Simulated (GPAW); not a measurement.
# Ti K-edge XANES of TiPd (Pm-3m), part 2 of 3

Aim: the near-edge shape at the Ti K edge of TiPd (Pm-3m), and what the core hole does to it.

GPAW 26.7.0; X-ray absorption from dipole matrix elements to empty bands, plane-wave PAW LDA.

So far. Step 2 (The field without a hole): The mesh shows no gap, so the system is treated as a metal and the core electron is put at the Fermi level (neutral cell). Step 3 (Spectrum without a core hole, Ti atom 2): Main maxima below 30 eV (height): 0.6 eV (0.86), 4.1 eV (0.78), 9.1 eV (1.18), 13.2 eV (1.34), 16.7 eV (1.67) and 24.1 eV (0.97). A K edge sees empty p states. The weak features of the first eV are p character mixed into the empty d bands; the main 4p edge lies above them.

## Step 5: Spectrum with XCH, Ti atom 2

The holes are 7.1 Å apart. In GPAW the data set carries the hole's charge, so charge=0 means a charged cell and charge=-1 a neutral one. The excited electron is kept in the cell, where it fills the lowest empty states and screens the hole. After the field has converged, empty bands are computed with the density fixed and the dipole matrix elements are summed.

xas.py

```python
import numpy as np
from ase import Atoms
from ase.parallel import parprint, paropen
from gpaw import GPAW, PW, FermiDirac, Mixer, MixerDif, setup_paths
from gpaw.test import gen
setup_paths.insert(0, '.')
gen('Ti', name='fch1s', xcname='LDA', corehole=(1, 0, 1), write_xml=True)
from gpaw.mpi import world
world.barrier()

atoms = Atoms('Pd9Ti9',
    cell=[[0, -6.36, 3.18],
     [3.18, 0, 6.36],
     [-6.36, 3.18, 0]],
    scaled_positions=[[0, 0, 0],
     [0.11111111, 0.44444444, 0.22222222],
     [0.33333333, 0.33333333, 0.66666667],
     [0.55555556, 0.22222222, 0.11111111],
     [0.22222222, 0.88888889, 0.44444444],
     [0.77777778, 0.11111111, 0.55555556],
     [0.44444444, 0.77777778, 0.88888889],
     [0.66666667, 0.66666667, 0.33333333],
     [0.88888889, 0.55555556, 0.77777778],
     [0.72222222, 0.38888889, 0.94444444],
     [0.83333333, 0.83333333, 0.16666667],
     [0.05555556, 0.72222222, 0.61111111],
     [0.27777778, 0.61111111, 0.05555556],
     [0.94444444, 0.27777778, 0.38888889],
     [0.5, 0.5, 0.5],
     [0.16666667, 0.16666667, 0.83333333],
     [0.38888889, 0.05555556, 0.27777778],
     [0.61111111, 0.94444444, 0.72222222]],
    pbc=True)
atoms.calc = calc = GPAW(legacy_gpaw=True, mode=PW(430), xc='LDA', setups={9: 'fch1s'},
    kpts={'size': (4, 4, 4), 'gamma': True}, occupations=FermiDirac(0.1),
    charge=-1, mixer=Mixer(0.1, 5, 50), maxiter=150,
    convergence={'density': 0.0001}, txt='scf.txt')
energy = atoms.get_potential_energy() + calc.get_reference_energy()
ef = calc.get_fermi_level()
out = dict(energy=energy, fermi=ef, forces=atoms.get_forces().tolist())
parprint(f'all-electron energy {energy:.4f} eV, Fermi level {ef:.4f} eV')
ev = np.array([[calc.get_eigenvalues(k, s) for k in range(len(calc.get_ibz_k_points()))] for s in range(calc.get_number_of_spins())])
out['homo'], out['lumo'], out['counts'] = ev[ev < ef].max(), ev[ev > ef].min(), sorted(set((ev < ef).sum((0, 2)).tolist()))
out['filled'] = (ev[:, 0] < ef).sum(1).tolist()

from ase.units import Ha
from gpaw.xas import dipole_matrix_elements
nb = int(calc.get_number_of_electrons() / 2) + 265
top, nb = nb, nb + 8 + nb // 12
nscf = calc.fixed_density(kpts={'size': (4, 4, 4), 'gamma': True}, nbands=nb,
    convergence={'bands': top, 'eigenstates': 1e-5}, maxiter=60, txt='nscf.txt')
cell = atoms.cell.array
ops = [cell.T @ U.T @ np.linalg.inv(cell.T) for U in nscf.wfs.kd.symmetry.op_scc]
E = np.arange(-6, 34, 0.1)
fwhm = np.interp(E, [4, 25], [0.94, 3.5])
Y, X, zero, highest = 0, 0, 1e9, 1e9
for spin in range(nscf.get_number_of_spins()):
    wfs = nscf.wfs
    A = dipole_matrix_elements(wfs.setups[9])
    eps = np.zeros((wfs.kd.nibzkpts, nb))
    d = np.zeros((3, A.shape[1], wfs.kd.nibzkpts, nb), complex)
    for kpt in wfs.kpt_u:
        if kpt.s == spin and 9 in kpt.P_ani:
            eps[kpt.k] = kpt.eps_n * Ha
            d[:, :, kpt.k] = (kpt.weight * wfs.nspins / 2) ** 0.5 * np.inner(A, kpt.P_ani[9])
    world.sum(eps)
    world.sum(d)
    T = np.einsum('amkn,bmkn->abkn', d, d.conj()).real
    T = sum(np.einsum('ai,ijkn,bj->abkn', R, T, R) for R in ops) / len(ops)
    empty = eps > ef
    zero, highest = min(zero, eps[empty].min()), min(highest, eps[:, top - 1].min())
    lines = [(eps, T, empty)] if spin == 0 else lines + [(eps, T, empty)]
for eps, T, empty in lines:
    f = np.einsum('aakn->akn', T).reshape(3, -1)
    x = eps.ravel() - zero
    w = np.interp(x, E, fwhm) / 2.35482
    g = np.exp(-0.5 * ((E[:, None] - x) / w) ** 2) / (w * (2 * np.pi) ** 0.5)
    Y = Y + (f * empty.ravel()) @ g.T
    X = X + (f * ~empty.ravel()) @ g.T
out.update(E=E.round(2).tolist(), xas=Y.tolist(), xes=X.tolist(), zero=zero, valid=highest - zero, nk=len(eps), nb=nb)
for i in range(0, len(E), 10):
    parprint(f'{E[i]:7.2f}', *(f'{v:10.3e}' for v in Y[:, i]))
import json
with paropen('out.json', 'w') as f:
    json.dump(out, f)
```

Started as:

```console
> OMP_NUM_THREADS=1 mpirun -n 4 gpaw python xas.py
```

Numbers of over 12 decimals in the logs are rounded to 6 here.

The program printed:

```text
Input parameters:
  charge: -1
  convergence: {density: 0.0001}
  kpts: {gamma: True,
         size: (4, 4, 4)}
  maxiter: 150
  mixer: {backend: pulay,
          beta: 0.1,
          method: separate,
          nmaxold: 5,
          weight: 50}
  mode: {ecut: 430.0,
         name: pw}
  occupations: {fixmagmom: False,
                name: fermi-dirac,
                width: 0.1}
  setups: {9: fch1s}

Initialize ...

[... PAW data sets ...]

Reference energy: -1437465.905070  # eV

Spin-paired calculation

[... convergence settings ...]
Symmetries present (total): 1
  [... symmetry matrices ...]

64 k-points: 4 x 4 x 4 Monkhorst-Pack grid + [1/8,1/8,1/8]
36 k-points in the irreducible part of the Brillouin zone
       k-points in crystal coordinates                weights
   0:     0.00000000    0.00000000    0.00000000          1/64
   1:     0.00000000    0.00000000    0.25000000          2/64
   2:     0.00000000    0.00000000    0.50000000          1/64
   3:     0.00000000    0.25000000   -0.25000000          2/64
   4:     0.00000000    0.25000000    0.00000000          2/64
   5:     0.00000000    0.25000000    0.25000000          2/64
   6:     0.00000000    0.25000000    0.50000000          2/64
   7:     0.00000000    0.50000000    0.00000000          1/64
   8:     0.00000000    0.50000000    0.25000000          2/64
   9:     0.00000000    0.50000000    0.50000000          1/64
          ...
  35:     0.50000000    0.50000000    0.50000000          1/64

Wave functions: Plane wave expansion
  Cutoff energy: 430.000 eV
  Number of coefficients (min, max): 5791, 5922
  Pulay-stress correction: 0.000000 eV/Ang^3 (de/decut=0.000000)
  Using FFTW library
  Wavefunction extrapolation:
    Improved wavefunction reuse through dual PAW basis

Occupation numbers: Fermi-Dirac:
  width: 0.1000  # eV

Eigensolver
   Davidson(niter=2)

Densities:
  Coarse grid: 35*35*35 grid
  Fine grid: 70*70*70 grid
  Total Charge: 0.000000

Density mixing:
  Method: separate
  Backend: pulay
  Linear mixing parameter: 0.1
  old densities: 5
  Width of damping distribution: 1.1
  Damping of long wavelength oscillations: 50

[... Hamiltonian set-up ...]
Number of atoms: 18
Number of atomic orbitals: 225
Number of bands in calculation: 156
Number of valence electrons: 253
Bands to converge: occupied

... initialized

Initializing position-dependent things.

Density initialized from atomic densities
Creating initial wave functions:
  156 bands from LCAO basis set

                 Ti
              Pd     PTi
            Pd    TPd

         Ti      Ti     Ti
              PTi    Pd
           TPd     Pd
                 Ti

                     Pd

Atomic positions and initial magnetic moments

Positions:
   0 Pd     0.000000    0.000000    0.000000    ( 0.0000,  0.0000,  0.0000)
   1 Pd     0.000000   -0.000000    3.180000    ( 0.0000,  0.0000,  0.0000)
   2 Pd    -3.180000    0.000000    3.180000    ( 0.0000,  0.0000,  0.0000)
   3 Pd     0.000000   -3.180000    3.180000    ( 0.0000,  0.0000,  0.0000)
   4 Pd     0.000000   -0.000000    6.360000    ( 0.0000,  0.0000,  0.0000)
   5 Pd    -3.180000   -3.180000    3.180000    ( 0.0000,  0.0000,  0.0000)
   6 Pd    -3.180000    0.000000    6.360000    ( 0.0000,  0.0000,  0.0000)
[...]
15 Ti    -4.770000    1.590000    1.590000    ( 0.0000,  0.0000,  0.0000)
  16 Ti    -1.590000   -1.590000    1.590000    ( 0.0000,  0.0000,  0.0000)
  17 Ti    -1.590000   -1.590000    7.950000    ( 0.0000,  0.0000,  0.0000)

Unit cell:
           periodic     x           y           z      points  spacing
  1. axis:    yes    0.000000   -6.360000    3.180000    35     0.1784
  2. axis:    yes    3.180000    0.000000    6.360000    35     0.1784
  3. axis:    yes   -6.360000    3.180000    0.000000    35     0.1784

  Lengths:   7.110696   7.110696   7.110696
  Angles:  113.578178 113.578178  66.421822

Effective grid spacing dv^(1/3) = 0.1890

iter:   1  -231.441090
iter:   2  -145.942051   +0.35  -0.97
iter:   3  -144.886547   -0.15  -1.29
iter:   4  -141.180904   -0.67  -1.34
iter:   5  -135.210877   -1.00  -1.53
iter:   6  -135.101290   -0.97  -1.72
iter:   7  -135.024203   -1.55  -1.73
iter:   8  -134.335550   -1.76  -1.89
iter:   9  -134.782324   -1.96  -1.93
iter:  10  -134.010832   -2.32  -1.86
iter:  11  -133.967512   -3.06  -2.31
iter:  12  -133.875566   -2.34  -2.40
iter:  13  -133.874051c  -3.18  -2.87
iter:  14  -133.875879c  -3.76  -3.02
iter:  15  -133.879118c  -3.92  -3.11
iter:  16  -133.878175c  -4.41  -3.15
iter:  17  -133.879034c  -4.73  -3.19
iter:  18  -133.877727c  -3.76  -3.22
iter:  19  -133.875381c  -4.49  -3.09
iter:  20  -133.875259c  -5.44  -3.45
iter:  21  -133.875536c  -5.59  -3.83
iter:  22  -133.875485c  -6.01  -3.88
iter:  23  -133.875463c  -6.18  -3.98
iter:  24  -133.875336c  -6.04  -4.09c
iter:  25  -133.875292c  -6.69  -4.37c
iter:  26  -133.875272c  -6.85  -4.56c
iter:  27  -133.875253c  -7.18  -4.67c
iter:  28  -133.875255c  -7.43c -4.80c

Converged after 28 iterations.

Dipole moment: (0.312639, -0.048138, -0.044950) |e|*Ang

Energy contributions relative to reference atoms: (reference = -1437465.905070)

Kinetic:        -24.881029
Potential:      -31.701005
External:        +0.000000
XC:             -75.434827
Entropy (-ST):   -1.021684
Local:           -1.347552
SIC:             +0.000000
--------------------------
Free energy:   -134.386097
Extrapolated:  -133.875255

Showing only first 2 kpts
 Kpt  Band  Eigenvalues  Occupancy
  0   124      8.97198    1.75175
  0   125      9.03876    1.56700
  0   126      9.03876    1.56699
  0   127      9.17841    0.94490

  1   124      9.00063    1.68248
  1   125      9.03980    1.56343
  1   126      9.10044    1.32272
[...]
Fermi level: 9.16737

No gap
No difference between direct/indirect transitions

Forces in eV/Ang:
  0 Pd   -0.01259   -0.01316   -0.01191
  1 Pd   -0.01308   -0.01201    0.01283
  2 Pd    0.01296    0.01164   -0.01254
  3 Pd   -0.01522    0.01557   -0.01536
  4 Pd   -0.00022   -0.00028   -0.00006
  5 Pd    0.01170   -0.01245   -0.01305
  6 Pd    0.01279    0.01300    0.01167
[...]
15 Ti   -0.02856    0.20628    0.02396
 16 Ti    0.00396   -0.00410    0.00402
 17 Ti   -0.02391   -0.02848    0.20631
Scalar-relativistic atomic LDA calculation for Ti (Titanium, Z=22)
Core hole in 1s state (1s occupation: 1.0)
600 radial gridpoints.
|------------------------------------------------|
|------------------------------------------------|
[... the atom generator's iteration count ...]

Energy contributions:
-------------------------
Kinetic:     +672.671614
XC:           -34.028348
Potential:  -1307.172598
-------------------------
Total:       -668.529332

state      eigenvalue         ekin         rmax
-----------------------------------------------
1s^1.0 :  -187.828620   240.500426        0.045
2s^2.0 :   -22.002726    43.832967        0.262
2p^6.0 :   -18.989232    43.629197        0.209
3s^2.0 :    -2.983269     9.467322        0.829
3p^6.0 :    -2.108060     8.391345        0.840
3d^2.0 :    -0.666650     5.344221        0.850
4s^2.0 :    -0.460559     1.379460        2.509
4p^0.0 :    -0.300118     0.992184        2.957
-----------------------------------------------
(units: Bohr and Hartree)

Generating PAW setup
Kinetic energy of the core from tauc = 593.006444694578
Cutoffs:
rc(s)=2.400
rc(p)=2.000
rc(d)=2.000
rc(vbar)=1.800
rc(comp)=2.300
rc(nct)=2.400

Kinetic energy of the core states: 589.941539
Charge: 1.0
Core electrons: 9.0
Valence electrons: 12.0
Pseudo-core charge: 0.000000
Shape function alpha=1.890
Pseudo-electron charge 5.350237
state    eigenvalue         norm
--------------------------------
3s(2) :    -2.983269     0.223229
4s(2) :    -0.460559     1.020774
3p(6) :    -2.108060     0.336604
4p(0) :    -0.300118     0.967107
3d(2) :    -0.666650     0.421304
*d    :     0.333350
--------------------------------

Diagonalizing with gridspacing h=0.050

state   all-electron     PAW
-------------------------------
3s:      -2.983269    -2.983558
3p:      -2.108060    -2.108705
3d:      -0.666650    -0.667242
*f:                   -0.026873
-------------------------------
all-electron energy -1437599.7803 eV, Fermi level 9.1674 eV
[...]
31.00  4.348e-07  4.348e-07  4.348e-07
  32.00  4.383e-07  4.383e-07  4.383e-07
  33.00  4.415e-07  4.415e-07  4.415e-07
```

The job ended after 31 min (4 MPI ranks of Arm Neoverse V1, shared host; peak memory 1.2 GiB).

The Ti K spectrum, Ti atom 2, excited-electron core hole (neutral cell) (energy from the lowest empty level; intensity scaled to a mean of 1 over the first 20 eV):

| E (eV) | intensity |
| --- | --- |
| -2.0 | 0.00 |
| -1.5 | 0.00 |
| -1.0 | 0.00 |
| -0.5 | 0.08 |
| 0.0 | 0.44 |
| 0.5 | 0.81 |
| 1.0 | 0.58 |
| 1.5 | 0.29 |
| 2.0 | 0.27 |
| 2.5 | 0.32 |
| 3.0 | 0.50 |
| 3.5 | 0.67 |
| 4.0 | 0.70 |
| 4.5 | 0.73 |
| 5.0 | 0.75 |
| 5.5 | 0.63 |
| 6.0 | 0.50 |
| 6.5 | 0.48 |
| 7.0 | 0.55 |
| 7.5 | 0.72 |
| 8.0 | 0.94 |
| 8.5 | 1.10 |
| 9.0 | 1.17 |
| 9.5 | 1.20 |
| 10.0 | 1.24 |
| 10.5 | 1.26 |
| 11.0 | 1.26 |
| 11.5 | 1.27 |
| 12.0 | 1.32 |
| 12.5 | 1.37 |
| 13.0 | 1.38 |
| 13.5 | 1.35 |
| 14.0 | 1.31 |
| 14.5 | 1.33 |
| 15.0 | 1.41 |
| 15.5 | 1.52 |
| 16.0 | 1.61 |
| 16.5 | 1.63 |
| 17.0 | 1.57 |
| 17.5 | 1.44 |
| 18.0 | 1.26 |
| 18.5 | 1.08 |
| 19.0 | 0.93 |
| 19.5 | 0.82 |
| 20.0 | 0.77 |
| 20.5 | 0.76 |
| 21.0 | 0.78 |
| 21.5 | 0.81 |
| 22.0 | 0.86 |
| 22.5 | 0.90 |
| 23.0 | 0.94 |
| 23.5 | 0.97 |
| 24.0 | 0.97 |
| 24.5 | 0.96 |
| 25.0 | 0.93 |
| 25.5 | 0.88 |
| 26.0 | 0.83 |
| 26.5 | 0.78 |
| 27.0 | 0.75 |
| 27.5 | 0.73 |
| 28.0 | 0.74 |
| 28.5 | 0.77 |
| 29.0 | 0.80 |
| 29.5 | 0.84 |
| 30.0 | 0.87 |
| 30.5 | 0.89 |
| 31.0 | 0.90 |
| 31.5 | 0.91 |
| 32.0 | 0.91 |

Main maxima below 30 eV (height): 0.6 eV (0.81), 4.9 eV (0.76), 12.9 eV (1.38), 16.4 eV (1.63) and 23.9 eV (0.97). 

The total-energy difference is 4970.20 eV. One term is added: -22.68 eV, since the hole is spin-paired here and a spin-polarised one costs that much less in the free atom (computed apart). The photon energy is then 4947.52 eV. The tabulated edge of the element is 4966 eV. The functional leaves an error in such absolute values: in the free atom LDA prices this hole 13.2 eV below PBE (computed apart), and PBE is itself good to a few eV.

## Step 6: Cell without a hole, the energy reference

The cell and mesh change for the next run, so it gets a reference energy of its own.

scf.py

```python
import numpy as np
from ase import Atoms
from ase.parallel import parprint, paropen
from gpaw import GPAW, PW, FermiDirac, Mixer, MixerDif, setup_paths
from gpaw.test import gen
setup_paths.insert(0, '.')
gen('Ti', name='nch1s', xcname='LDA', corehole=(1, 0, 0), write_xml=True)
from gpaw.mpi import world
world.barrier()

atoms = Atoms('PdTi',
    cell=[[3.18, 0, 0],
     [0, 3.18, 0],
     [0, 0, 3.18]],
    scaled_positions=[[0, 0, 0],
     [0.5, 0.5, 0.5]],
    pbc=True)
atoms.calc = calc = GPAW(legacy_gpaw=True, mode=PW(430), xc='LDA', setups={1: 'nch1s'},
    kpts={'size': (8, 8, 8), 'gamma': True}, occupations=FermiDirac(0.1),
    charge=0, mixer=Mixer(0.1, 5, 50), maxiter=150,
    convergence={'density': 0.0001}, txt='scf.txt')
energy = atoms.get_potential_energy() + calc.get_reference_energy()
ef = calc.get_fermi_level()
out = dict(energy=energy, fermi=ef, forces=atoms.get_forces().tolist())
parprint(f'all-electron energy {energy:.4f} eV, Fermi level {ef:.4f} eV')
ev = np.array([[calc.get_eigenvalues(k, s) for k in range(len(calc.get_ibz_k_points()))] for s in range(calc.get_number_of_spins())])
out['homo'], out['lumo'], out['counts'] = ev[ev < ef].max(), ev[ev > ef].min(), sorted(set((ev < ef).sum((0, 2)).tolist()))
out['filled'] = (ev[:, 0] < ef).sum(1).tolist()
import json
with paropen('out.json', 'w') as f:
    json.dump(out, f)
```

Started as:

```console
> OMP_NUM_THREADS=1 mpirun -n 4 gpaw python scf.py
```

The program printed:

```text
Input parameters:
  convergence: {density: 0.0001}
  kpts: {gamma: True,
         size: (8, 8, 8)}
  maxiter: 150
  mixer: {backend: pulay,
          beta: 0.1,
          method: separate,
          nmaxold: 5,
          weight: 50}
  mode: {ecut: 430.0,
         name: pw}
  occupations: {fixmagmom: False,
                name: fermi-dirac,
                width: 0.1}
  setups: {1: nch1s}

Initialize ...

[...]
4s(2) :    -0.168799     0.990650
3p(6) :    -1.425558     0.436626
4p(0) :    -0.056429     0.981035
3d(2) :    -0.164024     0.588737
*d    :     0.835976
--------------------------------

Diagonalizing with gridspacing h=0.050

state   all-electron     PAW
-------------------------------
3s:      -2.287902    -2.288205
3p:      -1.425558    -1.426242
3d:      -0.164024    -0.164519
*f:                    0.065395
-------------------------------
all-electron energy -160285.5484 eV, Fermi level 9.2531 eV
[key lines of the parts left out:]
Converged after 18 iterations.
Dipole moment: (-0.000000, -0.000000, -0.000000) |e|*Ang
Free energy:    -13.576317
Fermi level: 9.25314
```

Wall time 6.3 s (4 MPI ranks); peak memory 0.16 GiB; 25 s of CPU time.

(Continued in part 3 of 3.)

[Banner, clock and machine lines of the logs are left out without a mark of their own.]

[Logs are printed without paths, hosts, clocks, repeated set-up lines and the standing remarks that a program may print on its own settings, such as how far it seeks lower states.]

[Hosts, paths, dates, database ids (printed as entryN), source tags and the programs' standing remarks are cut or masked in the printed files.]

[Lists of maxima count a maximum above −3 eV only where it reaches 4 % of the highest in the window and stands out from its surroundings by 2 % of it (1.5 % where it reaches 55 %); shoulders and weaker maxima are passed over, and of the rest the first, up to two pre-edge ones and the few strongest are named.]
